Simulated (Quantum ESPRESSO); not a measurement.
# Energy and gap at +3 % biaxial strain: 1T-PtSTe, 1 layer

**Set-up.** Quantum ESPRESSO 7.5 driven by ASE, PBE, GBRV ultrasoft, ESM (bc1); atomic heights clamped; cell area 12.576 Å² at zero strain.

```tsv
strain (%)	energy (meV a cell)	gap on the mesh (eV)
−3	140.55	0.875
−1.5	39.31	0.903
0	0.00	0.894
+1.5	15.05	0.882
```

**Question.** What are energy and gap at +3 %, and how stiff is the sheet?

**Worked estimate.** About zero, E'' = (39.31 + 15.05 − 2 × 0.00)/1.5² = 24.16 meV per %² and E' = (15.05 − 39.31)/3 = −8.09 meV per %. With E = A K ε², where K = (C11 + C22)/2 + C12 (C11 + C12 for a hexagonal sheet), K = 24.16 × 10/(2 × 12.576) × 16.02 = 154 N/m. The parabola gives E(+3 %) = 0.00 + 3 × (−8.09) + 4.5 × 24.16 = 84.5 meV. Continuing the last slope, the gap is 2 × 0.882 − 0.894 = 0.870 eV.

What the calculation gave: E = 77.8 meV and the gap 0.865 eV. The parabola misses by +6.7 meV, too high, since bonds soften under tension. The gap's line misses by +0.005 eV.

**Limits.** Clamped heights stiffen sheets with several planes. Semilocal gap, no spin-orbit coupling.

[Logs are printed without paths, hosts, clocks, repeated set-up lines and the standing remarks that a program may print on its own settings, such as how far it seeks lower states.]
